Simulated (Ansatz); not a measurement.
# O on Ta(110): change of the work function, part 4 of 4

How does O on the hollow site change the work function of Ta(110) as the layer fills?

Ansatz 0.2.0; plane-wave DFT, PBE, Ansatz PAW (set soft_1); PAW set soft_1.

So far, work function, upper face (eV): step 2 (the clean slab) 4.76; step 3 (37 atoms, coverage 0.111 ML, cell 3x3) 4.61; step 4 (17 atoms, coverage 0.25 ML, cell 2x2) 4.46.

## 5. Adsorbate added, k-mesh 6×6×1, coverage 0.5 ML

System of this step: Ta8O (O/Ta(110)). The cell holds 18 atoms: 16 Ta and 2 O. Its edges and angles: a = 5.733 Å, b = 5.733 Å, c = 26.770 Å, α = 90.0°, β = 90.0°, γ = 70.5°. Vacuum lies along c.

Another coverage, to see how the dipoles act on each other as their distance changes.

Contents of input.yaml:

```yaml
crystal:
  lattice:
    - [4.6810468914, -3.31, 0.0]
    - [4.6810468914, 3.31, 0.0]
    - [0.0, 0.0, 26.7703697879]
  atoms:
    - { symbol: Ta, position: [0.0, 0.0, 0.3361925917] }
    - { symbol: Ta, position: [0.25, 0.25, 0.4236222188] }
    - { symbol: Ta, position: [0.0, 0.0, 0.511153124] }
    - { symbol: Ta, position: [0.25, 0.25, 0.595174877] }
    - { symbol: Ta, position: [0.0, 0.5, 0.3361925917] }
    - { symbol: Ta, position: [0.25, 0.75, 0.4236222188] }
    - { symbol: Ta, position: [0.0, 0.5, 0.511153124] }
    - { symbol: Ta, position: [0.25, 0.75, 0.595174877] }
    - { symbol: Ta, position: [0.5, 0.0, 0.3361925917] }
    - { symbol: Ta, position: [0.75, 0.25, 0.4236222188] }
    - { symbol: Ta, position: [0.5, 0.0, 0.511153124] }
    - { symbol: Ta, position: [0.75, 0.25, 0.595174877] }
    - { symbol: Ta, position: [0.5, 0.5, 0.3361925917] }
    - { symbol: Ta, position: [0.75, 0.75, 0.4236222188] }
    - { symbol: Ta, position: [0.5, 0.5, 0.511153124] }
    - { symbol: Ta, position: [0.75, 0.75, 0.595174877] }
    - { symbol: O, position: [0.42, 0.42, 0.6638074083] }
    - { symbol: O, position: [0.92, 0.42, 0.6638074083] }
kpoints:
  mp_grid: { grid: [6, 6, 1] }
hamiltonian:
  xc: pbe
  pseudopotentials: { kind: paw, azcp: { folder: soft_1 } }
scf:
  occupations: { method: fermi_dirac, width: 0.1 }
  convergence: { dr2_threshold: 1.0e-08 }
efield:
  axis: 3
  dipole_correction: true
  ramp_position: 0.97
  ramp_width: 0.06
relax:
  f_tol: 0.02
  max_steps: 60
  constraints: [{ sites: [0, 1, 4, 5, 8, 9, 12, 13] }]
output:
  dos: { projected: true, e_range: [-8, 4] }
  write_potential: true
  write_density: true
  volumetric_format: npy
  elf: true
```

Launch:

```sh
$ ansatz run input.yaml --threads 4 --pin off --max-ram 16384MiB --backend cpu --events-out ev --progress --plain --runs-dir out
```

Numbers of over 12 decimals in the logs are rounded to 6 here.

What it wrote:

```text
[...]
Crystal: 18 atoms, lattice volume = 829.574 Å³
Basis set: ecut = 420 eV, 16241 PW (Γ), exchange–correlation on 80×80×360 points (8 copies of the dense FFT grid, shifted against one another)
Bands: 132, of which v1, the nominal top of the filled ones, is band 110 counted from 1 (109 counted from 0)
Symmetry: 2 space group operations
[...]
- { symbol: Ta, position: [0.248961, 0.730927, 0.596436] }
[...]
- { symbol: Ta, position: [0.5, 0.5, 0.336193] }
    - { symbol: Ta, position: [0.75, 0.75, 0.423622] }
    - { symbol: Ta, position: [0.495054, 0.495704, 0.510168] }
    - { symbol: Ta, position: [0.748961, 0.730927, 0.596436] }
    - { symbol: O, position: [0.405986, 0.428593, 0.639535] }
    - { symbol: O, position: [0.905986, 0.428593, 0.639535] }
[key lines of the parts left out:]
SCF converged after 6 iterations
Free energy (F): -160062.447627 eV
Fermi energy:    3.701377 eV
Dipole field:    D = 0.000494 V/Å  (p = 0.002264 e·Å, saw-weighted, corrected)
Work function:   Φ+ = 4.7687 eV   Φ− = 4.7819 eV
```

The job ended after 9.9 min (4 threads of Arm Neoverse V1, shared host; peak memory 3.5 GiB).

The steps of the relaxation:

```
step  energy less that of the first step (eV)  largest force component (eV/Å)
   1                                   0.0000                          5.4543
   2                                  -3.2426                          4.3655
   3                                  -4.8957                          1.5673
   4                                  -5.3890                          0.5462
   5                                  -5.4471                          0.2496
   6                                  -5.4739                          0.1002
   7                                  -5.4759                          0.0264
   8                                  -5.4761                          0.0137
```

Forces are held to the 2 operations that the run works with; a distortion that breaks them can't arise in this run.

The atoms that moved most (Å):

```
atom      dx      dy      dz  length
 O18  -0.025   0.075  -0.650   0.655
 O17  -0.025   0.075  -0.650   0.655
Ta12  -0.227   0.042   0.116   0.258
 Ta4  -0.227   0.042   0.116   0.258
Ta16  -0.094  -0.060   0.034   0.116
 Ta8  -0.094  -0.060   0.034   0.116
 Ta7  -0.043   0.002  -0.026   0.051
Ta15  -0.043   0.002  -0.026   0.051
```

Final coordinates:

```xyz
18
Lattice="4.6810 -3.3100 0.0000 4.6810 3.3100 0.0000 0.0000 0.0000 26.7704" Properties=species:S:1:pos:R:3
Ta    0.0000    0.0000    9.0000
Ta    2.3405    0.0000   11.3405
Ta   -0.0375    0.0060   13.7052
Ta    2.1135    0.0420   16.0489
Ta    2.3405    1.6550    9.0000
Ta    4.6810    1.6550   11.3405
Ta    2.2973    1.6572   13.6574
Ta    4.5869    1.5953   15.9668
Ta    2.3405   -1.6550    9.0000
Ta    4.6810   -1.6550   11.3405
Ta    2.3031   -1.6490   13.7052
Ta    4.4540   -1.6130   16.0489
Ta    4.6810    0.0000    9.0000
Ta    7.0216    0.0000   11.3405
Ta    4.6378    0.0022   13.6574
Ta    6.9274   -0.0597   15.9668
O     3.9067    0.0748   17.1206
O     6.2472   -1.5802   17.1206
```

The relaxation took 8 steps and lowered the energy by 5.5 eV; the largest force on the free atoms ends at 0.014 eV/Å.

The covered face has 4.77 eV, +0.00 eV against the clean one; the bare back face has moved by -0.03 eV, a measure of how thin the slab is.

## 6. Adsorbate added, k-mesh 12×12×1, coverage 1 ML

System of this step: Ta4O (O/Ta(110)). The cell holds 5 atoms: 4 Ta and 1 O. Its edges and angles: a = 2.867 Å, b = 2.867 Å, c = 26.770 Å, α = 90.0°, β = 90.0°, γ = 70.5°. Vacuum lies along c.

Another coverage, to see how the dipoles act on each other as their distance changes.

input.yaml, the sections that differ from step 5:

```yaml
crystal:
  lattice:
    - [2.3405234457, -1.655, 0.0]
    - [2.3405234457, 1.655, 0.0]
    - [0.0, 0.0, 26.7703697879]
  atoms:
    - { symbol: Ta, position: [0.0, 0.0, 0.3361925917] }
    - { symbol: Ta, position: [0.5, 0.5, 0.4236222188] }
    - { symbol: Ta, position: [0.0, 0.0, 0.511153124] }
    - { symbol: Ta, position: [0.5, 0.5, 0.595174877] }
    - { symbol: O, position: [0.84, 0.84, 0.6638074083] }
kpoints:
  mp_grid: { grid: [12, 12, 1] }
relax:
  f_tol: 0.02
  max_steps: 60
  constraints: [{ sites: [0, 1] }]
output:
  write_potential: true
  write_density: true
  volumetric_format: npy
# hamiltonian, scf, efield: as in step 5
```

What it wrote:

```text
[...]
Crystal: 5 atoms, lattice volume = 207.394 Å³
Basis set: ecut = 420 eV, 4067 PW (Γ), exchange–correlation on 40×40×360 points (8 copies of the dense FFT grid, shifted against one another)
Bands: 35, of which v1, the nominal top of the filled ones, is band 29 counted from 1 (28 counted from 0)
Symmetry: 2 space group operations
[...]
F+E_penalty+E_count = -40300.09004511 eV   max|allowed force component| = 1.902e-2 eV/Å
  atoms:
    - { symbol: Ta, position: [0.0, 0.0, 0.336193] }
    - { symbol: Ta, position: [0.5, 0.5, 0.423622] }
    - { symbol: Ta, position: [-0.014642, -0.014642, 0.511131] }
    - { symbol: Ta, position: [0.429795, 0.429795, 0.600038] }
    - { symbol: O, position: [0.807907, 0.807907, 0.640443] }
[key lines of the parts left out:]
SCF converged after 7 iterations
Free energy (F): -40300.090045 eV
Fermi energy:    3.591657 eV
Dipole field:    D = -0.032780 V/Å  (p = -0.037570 e·Å, saw-weighted, corrected)
Work function:   Φ+ = 5.6781 eV   Φ− = 4.8005 eV
```

Wall time 58 s (4 threads); peak memory 0.61 GiB; 3.8 min of CPU time.

The steps of the relaxation:

```
step  energy less that of the first step (eV)  largest force component (eV/Å)
   1                                   0.0000                          5.8567
   2                                  -2.0308                          4.4891
   3                                  -2.7379                          1.2486
   4                                  -2.8699                          0.7602
   5                                  -2.9343                          0.3834
   6                                  -2.9501                          0.3347
   7                                  -2.9582                          0.1749
   8                                  -2.9629                          0.0190
```

Forces are held to the 2 operations that the run works with; a distortion that breaks them can't arise in this run.

The atoms that moved most (Å):

```
atom      dx     dy      dz  length
  O5  -0.150  0.000  -0.625   0.643
 Ta4  -0.329  0.000   0.130   0.353
 Ta3  -0.069  0.000  -0.001   0.069
```

The relaxed structure:

```xyz
5
Lattice="2.3405 -1.6550 0.0000 2.3405 1.6550 0.0000 0.0000 0.0000 26.7704" Properties=species:S:1:pos:R:3
Ta    0.0000    0.0000    9.0000
Ta    2.3405    0.0000   11.3405
Ta   -0.0685    0.0000   13.6832
Ta    2.0119    0.0000   16.0632
O     3.7819    0.0000   17.1449
```

The relaxation took 8 steps and lowered the energy by 3.0 eV; the largest force on the free atoms ends at 0.019 eV/Å.

The covered face has 5.68 eV, +0.91 eV against the clean one; the bare back face has moved by -0.01 eV, a measure of how thin the slab is.

## 7. Work function against coverage

This step: plane-wave DFT, PBE, Ansatz PAW (set soft_1); work function against coverage; PAW set soft_1 (Ansatz 0.2.0).

The runs are now put side by side.

Numbers from this step:

```yaml
work_function_of_the_clean_face: 4.764 eV
largest_change_of_the_work_function: 0.9138 eV
```

Table of work function of the covered face by coverage:

```
coverage (adsorbates/nm²)  work function of the covered face (eV)
                     0.00                                    4.76
                     1.43                                    4.61
                     3.23                                    4.46
                     6.45                                    4.77
                    12.91                                    5.68
```

The dipole per adsorbate comes from the change of the cell's dipole. Coverage, by row:

```
coverage (1/nm²)  coverage (ML)  work function (eV)  change (eV)  dipole per adsorbate, positive end outwards (debye)  mean height of the added atoms over the highest substrate atom (Å)
           1.434         0.1111               4.613      -0.1515                                                0.242                                                               1.065
           3.227           0.25               4.461      -0.3028                                                0.223                                                               1.111
           6.454            0.5               4.769     0.004398                                               -0.015                                                               1.072
           12.91              1               5.678       0.9138                                               -0.191                                                               1.082
```

## 8. Results

```yaml
work_function_of_the_clean_face: 4.76 eV
work_function_at_0p11_ml: 4.61 eV
work_function_at_0p25_ml: 4.46 eV
work_function_at_0p5_ml: 4.77 eV
work_function_at_1_ml: 5.68 eV
dipole_per_adsorbate_at_0p11_ml_positive_end_outwards: 0.24 D
```

What this shows: O lowers the work function of Ta(110) at the lowest coverage, by 0.15 eV: the adsorbate layer has its positive end outwards. The work function passes a minimum near 0.25 ML among the coverages run and rises again. The change reverses its sign between the lowest and the highest coverage, while the adsorbate's height goes from 1.1 to 1.1 Å. The slab has 4 layers, at the tabulated experimental lattice constant, one starting site was run, and quantum-size effects of a slab this thin can reach one or two tenths of an eV.

[Logs are printed without paths, hosts, clocks, repeated set-up lines and the standing remarks that a program may print on its own settings, such as how far it seeks lower states.]

[Hosts, paths, dates, database ids (printed as entryN), source tags and the programs' standing remarks are cut or masked in the printed files.]

[Maps of the electrostatic potential energy from Ansatz leave out the sawtooth potential of an applied field or a dipole correction, so their vacuum need not be flat; planar profiles and work functions include it.]
